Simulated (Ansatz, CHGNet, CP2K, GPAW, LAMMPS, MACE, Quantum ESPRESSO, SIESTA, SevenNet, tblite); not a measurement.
## tblite on amorphous 73P2O5-20PbO-7Al2O3 (mol %) (88 atoms): settings against a plane-wave reference

Aim: run amorphous 73P2O5-20PbO-7Al2O3 (mol %) (88 atoms) in tblite and see how near its forces come to a plane-wave reference, and at what cost.

Calculated with tblite 0.8.0; the method is named at each step.

## (1) Set-up

The cell holds 88 atoms: 22 P, 3 Pb, 2 Al and 61 O. Cell: a = 10.812 Å, b = 10.812 Å, c = 10.812 Å, α = 90.0°, β = 90.0°, γ = 90.0°. 88 atoms (22 P, 3 Sr, 2 Al, 61 O) placed at random at 2.63 g/cm³, melted at 5000 K for 10 ps at fixed volume with the Morse and Coulomb pair potential with partial charges (Pedone, Malavasi, Menziani, Cormack and Segre, J. Phys. Chem. B 110, 11780 (2006)). Quenched from 5000 K to 300 K at 10 K/ps and fixed volume, held 10 ps at zero pressure, then minimised at fixed cell. Then Sr was replaced by Pb and the cell scaled by 1.008 (the potential has no terms for the new elements, so the cell is a start for a DFT relaxation).

The yardstick, on the same geometry:

- method: Kohn-Sham DFT, PBE, PAW, plane waves (Ansatz 0.2.0); cutoff 420 eV, Γ point, fermi-dirac smearing of 0.05 eV; PAW set soft_2
- r.m.s. force component: 1.353 eV/Å
- longest force: 6.082 eV/Å
- pressure: -2.03 GPa
- gap (highest filled to lowest empty level): 0.8801 eV
- SCF cycles: 11
- time: 9.6 s on 8 threads of Arm Neoverse V2, shared host
- CPU time: 69 s

## (2) GFN1-xTB

Method: GFN1-xTB tight binding, diagonalisation.

File run.py:

```python
import numpy as np
from ase.io import read
from tblite.ase import TBLite

atoms = read("structure.xyz")
atoms.calc = TBLite(method="GFN1-xTB", electronic_temperature=580, accuracy=1.0, max_iterations=250, mixer_damping=0.4, verbosity=1)
energy = atoms.get_potential_energy()
forces = atoms.get_forces()
print(f"energy {energy:.6f} eV")
print("forces (eV/A)")
for i, (a, f) in enumerate(zip(atoms, forces)):
    print(f"{i:4d} {a.symbol:2s} {f[0]:10.5f} {f[1]:10.5f} {f[2]:10.5f}")
stress = -atoms.get_stress(voigt=False) * 160.21766
print("stress (GPa, compression positive)")
for row in stress:
    print(" ".join(f"{x:10.4f}" for x in row))
print("charges (e)")
print(np.array2string(atoms.get_charges(), precision=4, suppress_small=True, max_line_width=110, threshold=100000))
```

File structure.xyz:

```xyz
88
Lattice="10.81220 0.00000 0.00000 0.00000 10.81220 0.00000 0.00000 0.00000 10.81220" Properties=species:S:1:pos:R:3 pbc="T T T"
P 8.84654 2.12395 3.80092
P 5.76993 4.99502 5.73133
P 9.93101 8.64479 0.76475
P 9.96269 4.23784 0.03200
P 2.52011 10.10897 4.61919
P 5.74258 1.32558 7.58043
P 2.00491 5.03416 7.39457
P 1.93052 1.33152 0.50980
P 9.86711 6.52776 4.89685
P 8.72253 2.15466 6.92575
P 0.06628 0.04336 2.77171
P 4.08907 3.32800 3.69583
P 3.77573 5.40837 9.92787
P 6.91700 9.35180 0.53704
P 0.55175 8.61030 8.78362
P 8.50250 4.97977 2.60401
P 9.58415 5.08292 7.76846
P 2.06275 7.16243 5.17483
P 2.05789 4.34304 1.43759
P 8.53926 9.28671 4.61292
P 5.89719 3.10743 10.10887
P 2.13400 2.20655 5.91535
Pb 6.81255 8.06666 7.66607
Pb 4.15556 9.29049 9.73660
Pb 5.32079 7.53524 3.21977
Al 0.59954 0.97083 8.34280
Al 6.17852 1.35888 2.11292
O 9.73390 2.75754 0.19440
O 10.46318 8.64998 10.10616
O 5.35280 10.68105 7.68574
O 10.42145 7.46204 1.51663
O 5.84053 8.39730 0.98294
O 0.65565 4.50771 0.36956
O 3.41136 4.04074 2.49394
O 9.14474 7.88836 5.02465
O 2.20796 8.72263 5.35085
O 7.04674 5.31560 2.54671
O 9.22281 5.90206 3.63712
O 6.85818 9.49873 9.83651
O 9.11587 4.91155 1.17799
O 5.96228 2.44031 0.66722
O 1.27130 10.29667 3.66761
O 0.69295 2.30581 5.36588
O 1.12112 0.84119 1.75147
O 0.00605 7.74597 7.68196
O 6.69372 10.70408 1.21702
O 7.58292 1.48743 3.23317
O 3.04472 6.78487 4.12139
O 9.09468 3.59808 7.39760
O 1.90241 8.11553 9.25719
O 2.76046 5.11179 8.74653
O 2.99941 2.67797 4.58351
O 1.12090 1.23443 10.03210
O 0.57251 6.89267 4.78786
O 0.48482 4.97361 7.69537
O 8.47709 6.14101 7.94891
[... 28 atom lines left out ...]
O 3.17187 0.48785 0.33010
O 4.73704 4.17124 10.07297
O 3.77778 9.89457 3.84460
O 4.50674 6.68129 9.66827
```

Run with:

```sh
$ OMP_NUM_THREADS=1 python run.py > output.txt
```

What it wrote:

```text
------------------------------------------------------------
  cycle        total energy    energy error   density error
------------------------------------------------------------
      1     -330.3441585231  -3.3161576E+02   1.0448632E+00
      2     -316.8237012803   1.3520457E+01   1.0642264E+00
      3     -335.9899498811  -1.9166249E+01   6.0960219E-01
      4     -353.5278147495  -1.7537865E+01   3.2723349E-01
      5     -356.4927976744  -2.9649829E+00   1.0047154E-01
      6     -356.5922763723  -9.9478698E-02   4.5508858E-02
      7     -356.5667264871   2.5549885E-02   4.1335230E-02
      8     -356.6617346074  -9.5008120E-02   2.4198005E-02
      9     -356.6797925210  -1.8057914E-02   1.2720822E-02
     10     -356.6874809713  -7.6884504E-03   7.4620456E-03
     11     -356.6909855184  -3.5045471E-03   2.2659251E-03
     12     -356.6911496113  -1.6409292E-04   1.2805353E-03
     13     -356.6913063881  -1.5677673E-04   2.4723015E-04
     14     -356.6913063080   8.0025131E-08   1.7048862E-04
     15     -356.6913084100  -2.1019183E-06   8.6039126E-05
     16     -356.6913087565  -3.4650600E-07   4.4953416E-05
     17     -356.6913088542  -9.7725831E-08   3.4880220E-05
     18     -356.6913088994  -4.5195179E-08   2.7225304E-05
     19     -356.6913089137  -1.4287366E-08   1.7207855E-05
------------------------------------------------------------
 total:                                   3.444 sec
energy -9706.064898 eV
forces (eV/A)
   0 P    -2.73144   -1.11623   -1.54220
   1 P     2.51640   -1.27834    4.91481
   2 P     1.67064   -4.11091    0.80242
   3 P     2.82412   -5.66643    0.01333
   4 P     2.87728    1.69000   -1.06523
   5 P    -5.09716    0.29359   -2.48100
   6 P    -0.36147   -2.24304   -1.27996
   7 P     1.54101   -1.02253   -1.93793
   8 P    -0.77342    0.38619    1.94011
   9 P     0.36335   -1.34248    2.67100
  10 P     0.16375   -2.24124   -0.40714
  11 P     0.87893    0.70948   -0.16373
  12 P     2.21190    1.00980    0.92337
  13 P    -1.65910    0.58974   -1.47986
  14 P     1.66310   -2.21804   -3.07429
  15 P    -4.15288    0.58737   -1.92073
  16 P    -2.19576    2.65686    1.98133
  17 P     2.73780   -0.33359   -2.67628
  18 P    -4.09183   -0.61497    3.59760
  19 P    -2.37949    3.18713   -0.79142
  20 P     5.03661    0.33555   -0.20079
  21 P    -6.35763   -0.55454   -0.60808
  22 Pb    0.44869   -0.07775   -0.58424
  23 Pb   -0.83997   -0.06873   -0.10730
[...]
80 O     0.59259   -0.23173   -0.18535
  81 O     1.07321   -2.88492   -0.44603
  82 O    -2.34198   -1.11354   -3.14110
  83 O    -1.51549    0.32429   -1.17716
  84 O     0.18713    0.19497    0.54961
  85 O    -1.96439    1.07563   -0.41454
  86 O    -0.56058   -0.07035    0.42721
  87 O    -0.94237   -0.64635    0.65095
stress (GPa, compression positive)
   -1.1381     0.5122     0.7805
    0.5122     0.8522    -0.1264
    0.7805    -0.1264    -0.8698
charges (e)
[ 0.5757  0.5368  0.546   0.5572  0.5527  0.5489  0.5697  0.5541  0.5678  0.5742  0.5795  0.556   0.5607
  0.5456  0.5416  0.563   0.585   0.5638  0.57    0.5422  0.5515  0.5859  1.0116  0.9789  0.9605  0.7433
  0.7493 -0.3859 -0.2142 -0.3961 -0.3773 -0.4054 -0.2924 -0.2617 -0.1729 -0.1802 -0.3019 -0.117  -0.4106
 -0.1419 -0.3174 -0.1754 -0.4797 -0.2271 -0.4517 -0.3189 -0.2689 -0.3091 -0.1325 -0.4469 -0.1142 -0.1918
 -0.3117 -0.1328 -0.1866 -0.3029 -0.3556 -0.3859 -0.2925 -0.1999 -0.4941 -0.1327 -0.5031 -0.1847 -0.1337
 -0.3651 -0.3571 -0.2185 -0.3868 -0.3073 -0.141  -0.4513 -0.0906 -0.3951 -0.1133 -0.3834 -0.1933 -0.1703
 -0.1871 -0.2009 -0.2159 -0.1991 -0.2147 -0.2568 -0.3816 -0.1722 -0.3471 -0.3157]
```

Wall time 3.9 s (1 thread of Arm Neoverse V2, shared host); peak memory 0.12 GiB.

Banners, paths, timers and routine set-up lines are dropped from the logs unmarked, and long logs keep their key lines alone; longer cuts are marked.

Against the reference:

```yaml
r_m_s_force_component: 1.498 eV/Å
r_m_s_difference_of_force_components: 392.8 meV/Å
longest_difference_of_force_vectors: 1599 meV/Å
force_difference_over_r_m_s_force: 29.04 %
slope_of_forces_against_the_reference_s: 1.071
correlation_of_force_components: 0.9672
pressure: -0.3852 GPa
pressure_difference: 1.645 GPa
```

Length of the force difference by element (eV/Å):

```tsv
element	atoms	mean	most
Al	2	0.57	0.80
O	61	0.48	1.1
P	22	0.94	1.6
Pb	3	0.59	0.62
```

A closer look about Pb24, picked at random: 9 atoms, nearest first, numbered in the order of the input, with positions taken from that point.

```tsv
atom	x	y	z	distance (Å)	Mulliken charge (e)	Fx	Fy	Fz (eV/Å)
Pb24	0.00	0.00	0.00	0.00	0.98	-0.84	-0.07	-0.11
O50	-2.25	-1.17	-0.48	2.59	-0.45	1.77	0.49	0.56
O88	0.35	-2.61	-0.07	2.63	-0.32	-0.94	-0.65	0.65
O85	-0.98	2.01	1.41	2.64	-0.38	0.19	0.19	0.55
O39	2.70	0.21	0.10	2.71	-0.41	-0.25	-0.48	-1.26
O30	1.20	1.39	-2.05	2.75	-0.40	1.11	-0.74	1.00
O32	1.68	-0.89	2.06	2.81	-0.41	-0.17	-0.83	0.50
P14	2.76	0.06	1.61	3.20	0.55	-1.66	0.59	-1.48
Pb23	2.66	-1.22	-2.07	3.58	1.01	0.45	-0.08	-0.58
```

Atoms are counted from 1 here, from 0 in the log.

Forces lie 29 % from the reference's, at 0.057 times its CPU time (on 1 against 8 cores).

## (3) IPEA1-xTB

Method: IPEA1-xTB tight binding, diagonalisation.

run.py, as its differences from that of step 2:

```diff
@@ -5,3 +5,3 @@
 atoms = read("structure.xyz")
-atoms.calc = TBLite(method="GFN1-xTB", electronic_temperature=580, accuracy=1.0, max_iterations=250, mixer_damping=0.4, verbosity=1)
+atoms.calc = TBLite(method="IPEA1-xTB", electronic_temperature=580, accuracy=1.0, max_iterations=250, mixer_damping=0.4, verbosity=1)
 energy = atoms.get_potential_energy()
```

structure.xyz is that of step 2.

What it wrote:

```text
------------------------------------------------------------
  cycle        total energy    energy error   density error
------------------------------------------------------------
      1     -336.8532035401  -3.3835004E+02   8.4418269E-01
      2     -330.1907886527   6.6624149E+00   7.8918882E-01
      3     -340.3540624069  -1.0163274E+01   5.1603891E-01
      4     -354.3512774849  -1.3997215E+01   1.4606724E-01
      5     -355.4855560966  -1.1342786E+00   7.9037525E-02
      6     -355.7519837254  -2.6642763E-01   4.7235450E-02
[...]
13     -355.9603947668  -1.3440302E-05   1.6791615E-04
     14     -355.9603975781  -2.8113452E-06   3.4129817E-05
     15     -355.9603976517  -7.3549302E-08   1.5233584E-05
------------------------------------------------------------
 total:                                   4.416 sec
energy -9686.175790 eV
forces (eV/A)
   0 P    -1.82800   -0.60899   -0.85841
   1 P     1.41391   -0.57743    3.40117
   2 P     0.95735   -2.79519    0.55146
   3 P     2.41197   -3.61714    0.03030
   4 P     1.45803    0.89916   -0.49315
   5 P    -3.36148    0.31382   -1.47212
[...]
85 O    -1.37997    0.43594   -0.49232
  86 O     0.64680   -0.29644   -0.23705
  87 O    -0.76489    0.54040    0.70126
stress (GPa, compression positive)
   -6.0354     0.7161     0.9101
    0.7161    -4.8323    -0.2247
    0.9101    -0.2247    -6.7182
charges (e)
[ 0.4966  0.3903  0.4446  0.448   0.4598  0.4396  0.4908  0.4502  0.4801  0.492   0.4978  0.453   0.4722
  0.436   0.4059  0.4784  0.4931  0.4768  0.4696  0.4326  0.4405  0.4766  0.8068  0.7835  0.7595  0.3345
  0.3737 -0.2973 -0.1717 -0.2773 -0.2992 -0.2873 -0.232  -0.2093 -0.1469 -0.1453 -0.2333 -0.1119 -0.2924
 -0.1295 -0.2396 -0.1469 -0.3527 -0.175  -0.3309 -0.2432 -0.2147 -0.2539 -0.1311 -0.3295 -0.1103 -0.1711
 -0.2454 -0.1266 -0.1491 -0.2555 -0.2767 -0.3107 -0.2353 -0.1598 -0.3615 -0.1151 -0.36   -0.1511 -0.1205
 -0.2812 -0.2848 -0.1728 -0.2813 -0.2222 -0.1287 -0.3239 -0.1021 -0.2926 -0.1109 -0.3077 -0.1571 -0.1501
 -0.1566 -0.1666 -0.1698 -0.1589 -0.1797 -0.2039 -0.2778 -0.1487 -0.2609 -0.2442]
```

Elapsed: 4.9 s, on 1 thread; peak memory 0.13 GiB.

Compared with the plane-wave run:

| Quantity | Value |
| --- | --- |
| r.m.s. force component | 1.139 eV/Å |
| r.m.s. difference of force components | 538.2 meV/Å |
| longest difference of force vectors | 1894 meV/Å |
| force difference over r.m.s. force | 39.78 % |
| slope of forces against the reference's | 0.7754 |
| correlation of force components | 0.9208 |
| pressure | -5.862 GPa |
| pressure difference | -3.832 GPa |

Against the first run (29 %), the force difference from the reference is 40 %, at 1.2 times the CPU time.

## (4) Side by side

Differences are against the plane-wave reference, forces as r.m.s. over components; share is that over the reference's r.m.s. force, slope the least-squares factor from reference forces to these. Total energies of different programs have different zeros and aren't compared.

```tsv
run	Δ force, r.m.s. (meV/Å)	share (%)	slope	Δ pressure (GPa)	cores	CPU time	memory (GiB)
reference	-	-	-	-	8	69 s	1.6
tblite GFN1-xTB	393	29.0	1.071	1.64	1	3.9 s	0.12
tblite IPEA1-xTB	538	39.8	0.775	-3.83	1	4.9 s	0.13
```

CPU time is summed over cores on a shared host, where runs went side by side, so it is rough. Symmetry, cutoffs, thresholds, outputs and thread counts weren't matched or tuned between programs; memory under MPI is the largest rank's times the ranks.

Mean charges by element (e), by run and scheme:

```tsv
run	scheme	P	Pb	Al	O
reference	Löwdin	+2.22	+1.17	+1.43	-0.77
tblite GFN1-xTB	Mulliken	+0.56	+0.98	+0.75	-0.27
tblite IPEA1-xTB	Mulliken	+0.46	+0.78	+0.35	-0.22
```

The reference's Löwdin charges lack the electrons that the projection spills, 0.098 e an atom on average.

## (5) Results

```
nearest in forces : tblite GFN1-xTB, 29 %
its CPU time      : 3.9 s
```

Tight binding differs by 29 % (tblite GFN1-xTB) to 40 % (tblite IPEA1-xTB); it is another model, with fitted parameters of its own, and the xTB methods hold dispersion. IPEA1-xTB was fitted to ionisation energies and electron affinities, not to forces or charges. Of the electronic-structure runs that take under half the reference's CPU time, tblite GFN1-xTB comes nearest, at 29 % in 3.9 s against 69 s; its pressure misses by +1.6 GPa. Charges hang on model, scheme and program or settings: among these rows the mean for P runs from +0.46 to +2.22 e. Periodic xTB results under one method name differ between programs and library versions. The quench rate of 10 K/ps is many orders above laboratory rates, so the cell is likely richer in defects and strain than a real sample. The network of bonds at the start is that of the classical potential that made the cell, and needn't be the one that DFT or experiment would give. The reference's pressure of -2.0 GPa belongs to a cell and atoms that aren't relaxed at this level. The electronic-structure runs sample only Γ, in a cell whose shortest periodic width is 11 Å. Spin–orbit coupling is left out, which matters for the levels of the heavy elements.

[Also dropped from logs without a mark: logging warnings of Python, and SIESTA's first energy breakdown and zero terms.]

[Logs are printed without paths, hosts, clocks, repeated set-up lines and the standing remarks that a program may print on its own settings, such as how far it seeks lower states.]

[Hosts, paths, dates, database ids (printed as entryN), source tags and the programs' standing remarks are cut or masked in the printed files.]
